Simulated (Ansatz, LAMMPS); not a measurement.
# Charge trapping in glassy 63GeO2-33Na2O-3Sc2O3 (mol %) (92 atoms)

Aim: add and remove one electron in glassy 63GeO2-33Na2O-3Sc2O3 (mol %) (92 atoms), with atoms held and relaxed, and read trapping energy and localisation.

Calculated with Ansatz 0.2.0; Kohn-Sham DFT, PBE, PAW (set soft_2), plane waves.

## (1) Starting point

The cell holds 92 atoms: 19 Ge, 20 Na, 2 Sc and 51 O. Its edges and angles: a = 10.931 Å, b = 10.931 Å, c = 10.931 Å, α = 90.0°, β = 90.0°, γ = 90.0°. 92 atoms (19 Ge, 20 Na, 2 Sc, 51 O) placed at random at 3.5 g/cm³, melted at 4000 K for 10 ps at fixed volume with the Morse and Coulomb pair potential with partial charges (Pedone, Malavasi, Menziani, Cormack and Segre, J. Phys. Chem. B 110, 11780 (2006)). Quenched from 4000 K to 300 K at 25 K/ps and fixed volume, held 10 ps at zero pressure, then minimised at fixed cell.

Limits known from the start: The quench rate of 25 K/ps is many orders above laboratory rates, so the cell is likely richer in defects and strain than a real sample. The starting topology of bonds comes from the classical model, and needn't be the one that DFT or experiment would give. Sampling is at Γ alone, for a cell whose shortest periodic width is 11 Å.

## (2) Single point at the start

The forces at the start show how far the geometry lies from a minimum of this functional.

File input.yaml:

```yaml
crystal:
  lattice:
    - [10.93102, 0.0, 0.0]
    - [0.0, 10.93102, 0.0]
    - [0.0, 0.0, 10.93102]
  atoms:
    - { symbol: Ge, position: [0.73811, 0.53646, 0.62862] }
    - { symbol: Ge, position: [0.21976, 0.05108, 0.79947] }
    - { symbol: Ge, position: [0.44518, 0.97646, 0.19977] }
    - { symbol: Ge, position: [0.80652, 0.41069, 0.181] }
    - { symbol: Ge, position: [0.14142, 0.98983, 0.23918] }
    - { symbol: Ge, position: [0.50391, 0.03484, 0.89105] }
    - { symbol: Ge, position: [0.71044, 0.55143, 0.93032] }
    - { symbol: Ge, position: [0.65097, 0.08718, 0.393] }
    - { symbol: Ge, position: [0.87564, 0.88178, 0.36143] }
    - { symbol: Ge, position: [0.21107, 0.7174, 0.07269] }
    - { symbol: Ge, position: [0.4643, 0.72649, 0.88956] }
    - { symbol: Ge, position: [0.88878, 0.78796, 0.65443] }
    - { symbol: Ge, position: [0.33255, 0.51759, 0.71865] }
    - { symbol: Ge, position: [0.81081, 0.97661, 0.89013] }
    - { symbol: Ge, position: [0.30114, 0.36302, 0.4644] }
    - { symbol: Ge, position: [0.23729, 0.43338, 0.17584] }
    - { symbol: Ge, position: [0.55432, 0.3315, 0.83419] }
    - { symbol: Ge, position: [0.10684, 0.12749, 0.53248] }
    - { symbol: Ge, position: [0.58272, 0.38862, 0.3946] }
    - { symbol: Na, position: [0.85855, 0.32818, 0.46744] }
    - { symbol: Na, position: [0.86648, 0.28475, 0.72347] }
    - { symbol: Na, position: [0.19319, 0.76043, 0.76542] }
    - { symbol: Na, position: [0.61104, 0.68283, 0.36221] }
    - { symbol: Na, position: [0.0612, 0.37304, 0.67752] }
    - { symbol: Na, position: [0.53902, 0.26385, 0.1198] }
    - { symbol: Na, position: [0.92945, 0.59287, 0.42145] }
    - { symbol: Na, position: [0.59386, 0.85528, 0.64918] }
    - { symbol: Na, position: [0.90069, 0.71015, 0.09947] }
    - { symbol: Na, position: [0.76633, 0.1082, 0.63512] }
    - { symbol: Na, position: [0.03439, 0.91027, 0.00778] }
    - { symbol: Na, position: [0.51825, 0.52485, 0.13576] }
    - { symbol: Na, position: [0.48546, 0.1609, 0.6147] }
    - { symbol: Na, position: [0.28772, 0.1723, 0.064] }
    - { symbol: Na, position: [0.76964, 0.24749, 0.92643] }
    - { symbol: Na, position: [0.03658, 0.26489, 0.27195] }
    - { symbol: Na, position: [0.67392, 0.78446, 0.13319] }
    - { symbol: Na, position: [0.25962, 0.35625, 0.91771] }
    - { symbol: Na, position: [0.86509, 0.06793, 0.15194] }
    - { symbol: Na, position: [0.36178, 0.67802, 0.32393] }
    - { symbol: Sc, position: [0.01534, 0.56953, 0.84653] }
    - { symbol: Sc, position: [0.02042, 0.23661, 0.99094] }
    - { symbol: O, position: [0.66015, 0.51875, 0.76247] }
    - { symbol: O, position: [0.36625, 0.3836, 0.10431] }
    - { symbol: O, position: [0.65888, 0.47926, 0.50539] }
    - { symbol: O, position: [0.50722, 0.86864, 0.84728] }
    - { symbol: O, position: [0.66386, 0.38914, 0.24961] }
    - { symbol: O, position: [0.96442, 0.1795, 0.56505] }
    - { symbol: O, position: [0.7643, 0.69376, 0.6143] }
    - { symbol: O, position: [0.34463, 0.71545, 0.98936] }
    - { symbol: O, position: [0.87854, 0.47119, 0.61879] }
    - { symbol: O, position: [0.4236, 0.40194, 0.77798] }
    - { symbol: O, position: [0.08307, 0.09424, 0.12998] }
    - { symbol: O, position: [0.91534, 0.85708, 0.51284] }
    - { symbol: O, position: [0.90722, 0.43768, 0.29566] }
    - { symbol: O, position: [0.19297, 0.8467, 0.1586] }
    - { symbol: O, position: [0.65053, 0.26715, 0.72987] }
    - { symbol: O, position: [0.20506, 0.25578, 0.53368] }
    - { symbol: O, position: [0.30562, 0.48216, 0.56868] }
    - { symbol: O, position: [0.67238, 0.23848, 0.4246] }
    - { symbol: O, position: [0.16999, 0.17928, 0.87479] }
    - { symbol: O, position: [0.19391, 0.51675, 0.79038] }
    - { symbol: O, position: [0.66667, 0.03724, 0.87801] }
    - { symbol: O, position: [0.83676, 0.62443, 0.87191] }
    - { symbol: O, position: [0.12679, 0.35837, 0.09561] }
    - { symbol: O, position: [0.58751, 0.65454, 0.9576] }
    - { symbol: O, position: [0.01057, 0.70507, 0.70136] }
    - { symbol: O, position: [0.55276, 0.07134, 0.27052] }
    - { symbol: O, position: [0.77902, 0.53166, 0.08285] }
    - { symbol: O, position: [0.4833, 0.8317, 0.23958] }
    - { symbol: O, position: [0.48242, 0.51125, 0.34396] }
    - { symbol: O, position: [0.78408, 0.01131, 0.35053] }
    - { symbol: O, position: [0.30388, 0.03162, 0.23986] }
    - { symbol: O, position: [0.63491, 0.40406, 0.95119] }
    - { symbol: O, position: [0.79982, 0.75582, 0.31235] }
    - { symbol: O, position: [0.96586, 0.38433, 0.87665] }
    - { symbol: O, position: [0.40478, 0.65172, 0.76046] }
    - { symbol: O, position: [0.90845, 0.09929, 0.90445] }
    - { symbol: O, position: [0.11748, 0.06802, 0.38815] }
    [... 8 atom lines left out ...]
    - { symbol: O, position: [0.15998, 0.04301, 0.65347] }
    - { symbol: O, position: [0.84093, 0.89804, 0.75672] }
    - { symbol: O, position: [0.08633, 0.67854, 0.98752] }
    - { symbol: O, position: [0.50228, 0.20406, 0.91515] }
    - { symbol: O, position: [0.18838, 0.92364, 0.87908] }
    - { symbol: O, position: [0.37809, 0.05896, 0.78642] }
kpoints:
  mp_grid: { grid: [1, 1, 1] }
hamiltonian:
  xc: pbe
scf:
  occupations: { method: gaussian, width: 0.025 }
output:
  forces: true
```

The run is started by

```
$ ansatz run input.yaml --threads 4 --pin off --max-ram 8192MiB --backend cpu --events-out ev --progress --plain --runs-dir out
```

The program printed:

```text
Engine: ansatz 0.2.0, x86_64-unknown-linux-gnu
Pseudopotentials: kind: paw
Pseudopotential: Ge, paw, valence charge 14, recommended cutoff 420 eV (normal), Ge.paw.azcp
Pseudopotential: Na, paw, valence charge 9, recommended cutoff 420 eV (normal), Na.paw.azcp
Pseudopotential: Sc, paw, valence charge 11, recommended cutoff 420 eV (normal), Sc.paw.azcp
Pseudopotential: O, paw, valence charge 6, recommended cutoff 420 eV (normal), O.paw.azcp
[... 5 lines on functional and potentials left out ...]
Crystal: 92 atoms, lattice volume = 1306.117 Å³
Basis set: ecut = 420 eV, 25533 PW (Γ), exchange–correlation on 150×150×150 points (8 copies of the dense FFT grid, shifted against one another)
Bands: 479, of which v1, the nominal top of the filled ones, is band 387 counted from 1 (386 counted from 0)
Symmetry: 1 space group operations
Space group: P1 (ITA 1), of the structure as read, at distance tolerance 1.1e-4 Å
k-points: 1
[... 9 lines on functional and potentials left out ...]
Initial density: superposition of atomic densities (neutral atoms: chi_scale 0, normalization atom), corrected by the library's trained network
Initial wavefunctions: pseudopotential atomic-orbital guess
Functional: x = pbe(κ = 0.804, μ = 0.219515), c = pbe(β = 0.066725)
SCF iter   1: F=—  HF=-144569.318028 eV  |F-HF|=—  |Δ(HF+E_count)|=         —  Δρ=2.21e-3  dr2=7.87e-2  ethr=1.77e-3  ⟨swp⟩=6.0  Hψ=1848  notcnv=0  defer=63
preconditioner: auto → Resta (q_TF=auto, 2.500 Å⁻¹)  ε∞=2.7  [insulator: Δε(μ)=2.153 eV  Ē_g=21.279 eV  σ=0.025 eV  W_gap=1.00  n_scr=340 (ndim 8)  ℏωp=27.8 eV  f_vac=0.207  D(μ)=0.00/eV (n_scr^D=0)  ε∞_Penn≈2.7]
SCF iter   2: F=—  HF=-144569.315550 eV  |F-HF|=—  |Δ(HF+E_count)|=   2.48e-3  Δρ=1.20e-3  dr2=1.64e-2  ethr=1.02e-5  ⟨swp⟩=2.0  Hψ=710  notcnv=0  defer=88
SCF iter   3: F=—  HF=-144569.318677 eV  |F-HF|=—  |Δ(HF+E_count)|=   3.13e-3  Δρ=5.20e-4  dr2=5.17e-3  ethr=2.12e-6  ⟨swp⟩=2.0  Hψ=566  notcnv=0  defer=57
automatic band count: iteration 3 solves 448 bands in place of 479: the levels show a gap, and the empty bands left out lie too high to hold charge; the band table lists the bands solved (type scf.n_extra_bands for more)
SCF iter   4: F=—  HF=-144569.320536 eV  |F-HF|=—  |Δ(HF+E_count)|=   1.86e-3  Δρ=2.21e-4  dr2=7.25e-4  ethr=6.69e-7  ⟨swp⟩=2.0  Hψ=563  notcnv=0  defer=57
SCF iter   5: F=—  HF=-144569.320633 eV  |F-HF|=—  |Δ(HF+E_count)|=   9.74e-5  Δρ=1.23e-4  dr2=2.14e-4  ethr=9.37e-8  ⟨swp⟩=2.0  Hψ=584  notcnv=0  defer=57
SCF iter   6: F=—  HF=-144569.320662 eV  |F-HF|=—  |Δ(HF+E_count)|=   2.90e-5  Δρ=4.88e-5  dr2=3.41e-5  ethr=2.76e-8  ⟨swp⟩=2.0  Hψ=546  notcnv=0  defer=57
SCF iter   7: F=—  HF=-144569.318605 eV  |F-HF|=—  |Δ(HF+E_count)|=   2.06e-3  Δρ=1.90e-5  dr2=5.85e-6  ethr=4.41e-9  ⟨swp⟩=2.0  Hψ=774  notcnv=0  defer=57
SCF iter   8: F=—  HF=-144569.318606 eV  |F-HF|=—  |Δ(HF+E_count)|=   1.02e-6  Δρ=8.53e-6  dr2=1.18e-6  ethr=7.56e-10  ⟨swp⟩=2.0  Hψ=756  notcnv=0  defer=57
SCF iter   9: F=—  HF=-144569.318606 eV  |F-HF|=—  |Δ(HF+E_count)|=   1.74e-7  Δρ=3.74e-6  dr2=2.09e-7  ethr=1.52e-10  ⟨swp⟩=2.0  Hψ=756  notcnv=0  defer=57
SCF iter  10: F=-144569.318606 eV  HF=-144569.318606 eV  |F-HF|=1.99e-8  |Δ(HF+E_count)|=   3.14e-8  Δρ=1.61e-6  dr2=3.76e-8  ethr=1.29e-11  ⟨swp⟩=4.0  Hψ=1380  notcnv=0
SCF 1 converged in 10 iterations: F = -144569.318606 eV  dr2 = 3.76e-8
  greatest PAW one-centre occupation: 0.999 electrons in one spin orbital (limit 2), on the Na atom at site 19 (counted from 0), in its partial waves of l = 0
SCF converged after 10 iterations
Free energy (F): -144569.318606 eV
Harris-Foulkes:  -144569.318606 eV  (|F-HF|=1.99e-8)
Internal energy: -144569.318606 eV  (E = F + TS)
E sigma→0 (E₀):  -144569.318606 eV
Fermi energy:    5.752591 eV
--- Per-component energies (eV) ---
  E_band       = -8946.970705
  E_kinetic    = 14084.164356
  E_local      = -110958.680575  (includes V_loc(G=0)·N_el)
  E_nonlocal   = 13029.116669
  E_hartree    = 45610.140075
  E_xc         = -6195.221857
  E_vxc        = -7305.907746  (∫ρ·V_xc dr)
  E_paw        = -53757.968936  (= ΣΔE_a)
  E_vpaw       = -9016.068786  (= ΣTr[D̂ρ^β])
  E_aug_tail   = 0.132668  (compensation charges beyond the density's cutoff)
  E_ewald      = -46381.001006
  E_smearing   = -0.000000  (= −TS)
  E_closure    = -0.000000  (closes the sum)
  Σ components = -144569.318606   (vs F -144569.318606, Δ=0.00e0)
--- Forces (eV/Å), atoms counted from 1 ---
  atom   1  Ge     0.39382313    -0.61857571     1.42216425
  atom   2  Ge    -0.52638818    -0.45262718     0.99476912
  atom   3  Ge     0.24558208    -1.43873422     0.59904767
  atom   4  Ge     0.58155947    -0.52938391     0.64920000
  atom   5  Ge     0.33581619     0.28168898     0.38852421
  atom   6  Ge    -0.73881801     0.07952855     0.68621987
  atom   7  Ge     0.43622215    -1.04011467    -2.36361162
  atom   8  Ge    -1.04414702    -1.16545240     0.25804495
  atom   9  Ge    -0.85729298    -0.35441855     1.02154890
  atom  10  Ge    -0.00518273    -0.17594893    -0.23356463
  atom  11  Ge    -0.34045802    -0.19671704     0.20265767
  atom  12  Ge     0.08994631    -0.84831765    -0.18285794
  atom  13  Ge     0.74243965    -0.72453216     0.69805263
  atom  14  Ge     0.03046698    -0.92472367     0.87395101
[...]
atom  91  O     -0.47044287    -1.43179503     0.48107452
  atom  92  O      2.17455870     0.29431878    -1.34109561
  max |Σ_I F_I| component: 7.81e-5 eV/Å
```

Run time: 14 s. Hardware: 4 threads of Intel Xeon 6975P-C (Granite Rapids), shared host; peak memory 2.1 GiB; 30 s of CPU time.

The r.m.s. force at the start is 0.89 eV/Å.

## (3) Relaxation

With the cell held, the atoms are moved downhill towards a nearby minimum.

File input.yaml:

```yaml
crystal:
  lattice:
    - [10.93102, 0.0, 0.0]
    - [0.0, 10.93102, 0.0]
    - [0.0, 0.0, 10.93102]
  atoms:
    [... the 92 atom lines of step 2 ...]
kpoints:
  mp_grid: { grid: [1, 1, 1] }
hamiltonian:
  xc: pbe
scf:
  occupations: { method: gaussian, width: 0.025 }
output:
  forces: true
relax:
  f_tol: 0.05
  max_steps: 120
```

The program printed:

```text
[...]
Crystal: 92 atoms, lattice volume = 1306.117 Å³
Basis set: ecut = 420 eV, 25533 PW (Γ), exchange–correlation on 150×150×150 points (8 copies of the dense FFT grid, shifted against one another)
Bands: 479, of which v1, the nominal top of the filled ones, is band 387 counted from 1 (386 counted from 0)
Symmetry: 1 space group operations
[...]
k-points: 1
[...]
SCF iter   1: F=—  HF=-144569.318026 eV  |F-HF|=—  |Δ(HF+E_count)|=         —  Δρ=2.21e-3  dr2=7.87e-2  ethr=1.77e-3  ⟨swp⟩=6.0  Hψ=1848  notcnv=0  defer=63
[...]
SCF iter   5: F=—  HF=-144569.318576 eV  |F-HF|=—  |Δ(HF+E_count)|=   1.09e-4  Δρ=1.23e-4  dr2=2.14e-4  ethr=9.37e-8  ⟨swp⟩=2.0  Hψ=584  notcnv=0  defer=88
SCF iter   6: F=-144569.318590 eV  HF=-144569.318604 eV  |F-HF|=1.44e-5  |Δ(HF+E_count)|=   2.84e-5  Δρ=4.86e-5  dr2=3.39e-5  ethr=8.07e-9  ⟨swp⟩=2.0  Hψ=1413  notcnv=0
SCF 1 converged in 6 iterations: F = -144569.318590 eV  dr2 = 3.39e-5
[...]
relax step   1: F+E_penalty+E_count = -144569.31858999 eV  Δ(F+E_penalty+E_count) = +0.000e0 eV  max|allowed force component| = 2.364e0 eV/Å  Δτ_max = 0.0000 Å  (6 SCF iters, dr2 threshold 6.25e-5 eV, accepted)
[...]
relax step   2: F+E_penalty+E_count = -144573.92081438 eV  Δ(F+E_penalty+E_count) = -4.602e0 eV  max|allowed force component| = 1.293e0 eV/Å  Δτ_max = 0.1586 Å  (7 SCF iters, dr2 threshold 1.00e-4 eV, accepted)
[...]
relax step   3: F+E_penalty+E_count = -144576.11496321 eV  Δ(F+E_penalty+E_count) = -2.194e0 eV  max|allowed force component| = 4.549e-1 eV/Å  Δτ_max = 0.1950 Å  (7 SCF iters, dr2 threshold 1.00e-4 eV, accepted)
relax step   4: F+E_penalty+E_count = -144576.85918616 eV  Δ(F+E_penalty+E_count) = -7.442e-1 eV  max|allowed force component| = 2.826e-1 eV/Å  Δτ_max = 0.2000 Å  (8 SCF iters, dr2 threshold 2.56e-5 eV, accepted)
relax step   5: F+E_penalty+E_count = -144577.11791061 eV  Δ(F+E_penalty+E_count) = -2.587e-1 eV  max|allowed force component| = 4.391e-1 eV/Å  Δτ_max = 0.1923 Å  (8 SCF iters, dr2 threshold 9.89e-6 eV, accepted)
relax step   6: F+E_penalty+E_count = -144577.25485225 eV  Δ(F+E_penalty+E_count) = -1.369e-1 eV  max|allowed force component| = 2.659e-1 eV/Å  Δτ_max = 0.2000 Å  (6 SCF iters, dr2 threshold 7.44e-5 eV, accepted)
relax step   7: F+E_penalty+E_count = -144577.35801797 eV  Δ(F+E_penalty+E_count) = -1.032e-1 eV  max|allowed force component| = 1.201e-1 eV/Å  Δτ_max = 0.1952 Å  (7 SCF iters, dr2 threshold 2.59e-5 eV, accepted)
relax step   8: F+E_penalty+E_count = -144577.41436275 eV  Δ(F+E_penalty+E_count) = -5.634e-2 eV  max|allowed force component| = 3.794e-1 eV/Å  Δτ_max = 0.2000 Å  (9 SCF iters, dr2 threshold 2.94e-6 eV, accepted)
relax step   9: F+E_penalty+E_count = -144577.46927608 eV  Δ(F+E_penalty+E_count) = -5.491e-2 eV  max|allowed force component| = 1.426e-1 eV/Å  Δτ_max = 0.2000 Å  (7 SCF iters, dr2 threshold 2.94e-5 eV, accepted)
relax step  10: F+E_penalty+E_count = -144577.48062550 eV  Δ(F+E_penalty+E_count) = -1.135e-2 eV  max|allowed force component| = 1.462e-1 eV/Å  Δτ_max = 0.0848 Å  (7 SCF iters, dr2 threshold 2.87e-6 eV, accepted)
relax step  11: F+E_penalty+E_count = -144577.49076549 eV  Δ(F+E_penalty+E_count) = -1.014e-2 eV  max|allowed force component| = 9.260e-2 eV/Å  Δτ_max = 0.0292 Å  (6 SCF iters, dr2 threshold 3.02e-6 eV, accepted)
relax step  12: F+E_penalty+E_count = -144577.47827609 eV  Δ(F+E_penalty+E_count) = +1.249e-2 eV  max|allowed force component| = 2.342e-1 eV/Å  Δτ_max = 0.2000 Å  (9 SCF iters, dr2 threshold 3.44e-6 eV, rejected (line search))
relax step  13: F+E_penalty+E_count = -144577.50672131 eV  Δ(F+E_penalty+E_count) = -1.596e-2 eV  max|allowed force component| = 4.886e-2 eV/Å  Δτ_max = 0.0980 Å  (10 SCF iters, accepted)
relax step  14: F+E_penalty+E_count = -144577.50726447 eV  Δ(F+E_penalty+E_count) = -5.432e-4 eV  max|allowed force component| = 9.113e-2 eV/Å  Δτ_max = 0.0852 Å  (9 SCF iters, accepted)
[...]
relax step  15: F+E_penalty+E_count = -144577.51065336 eV  Δ(F+E_penalty+E_count) = -3.389e-3 eV  max|allowed force component| = 2.838e-2 eV/Å  Δτ_max = 0.0438 Å  (8 SCF iters, accepted)
SCF converged after 8 iterations
Free energy (F): -144577.510653 eV
[...]
Internal energy: -144577.510653 eV  (E = F + TS)
E sigma→0 (E₀):  -144577.510653 eV
Fermi energy:    5.448914 eV
[...]
Σ components = -144577.510653   (vs F -144577.510653, Δ=0.00e0)
--- Forces (eV/Å), atoms counted from 1 ---
  atom   1  Ge     0.01845398    -0.02565258    -0.00776568
  atom   2  Ge    -0.00868811     0.00287432    -0.00136233
  atom   3  Ge    -0.02063969    -0.01136051    -0.00980731
  atom   4  Ge     0.00334458     0.00815945     0.00413017
[...]
atom  92  O      0.00438531    -0.00157599    -0.00094603
  max |Σ_I F_I| component: 1.46e-4 eV/Å
--- Relaxed structure (15 steps of the walk, 14 accepted, 0 SCFs on fresh bases) ---
  F+E_penalty+E_count = -144577.51065336 eV   max|allowed force component| = 2.838e-2 eV/Å
  atoms:
    - { symbol: Ge, position: [0.743972, 0.533532, 0.626313] }
    - { symbol: Ge, position: [0.230340, 0.052528, 0.795955] }
    - { symbol: Ge, position: [0.435163, 0.954603, 0.210658] }
    - { symbol: Ge, position: [0.806535, 0.409060, 0.174452] }
[...]
- { symbol: O, position: [0.395030, 0.072511, 0.777646] }
```

The job ended after 89 s (4 threads; peak memory 2 GiB).

The relaxation converged after 15 steps, 8.19 eV below its start, with a largest force component of 0.028 eV/Å.

(Continued in part 2 of 4.)

[Long decimals in the printed logs are rounded to 6 places.]

[Logs are printed without paths, hosts, clocks, repeated set-up lines and the standing remarks that a program may print on its own settings, such as how far it seeks lower states.]

[Hosts, paths, dates, database ids (printed as entryN), source tags and the programs' standing remarks are cut or masked in the printed files.]
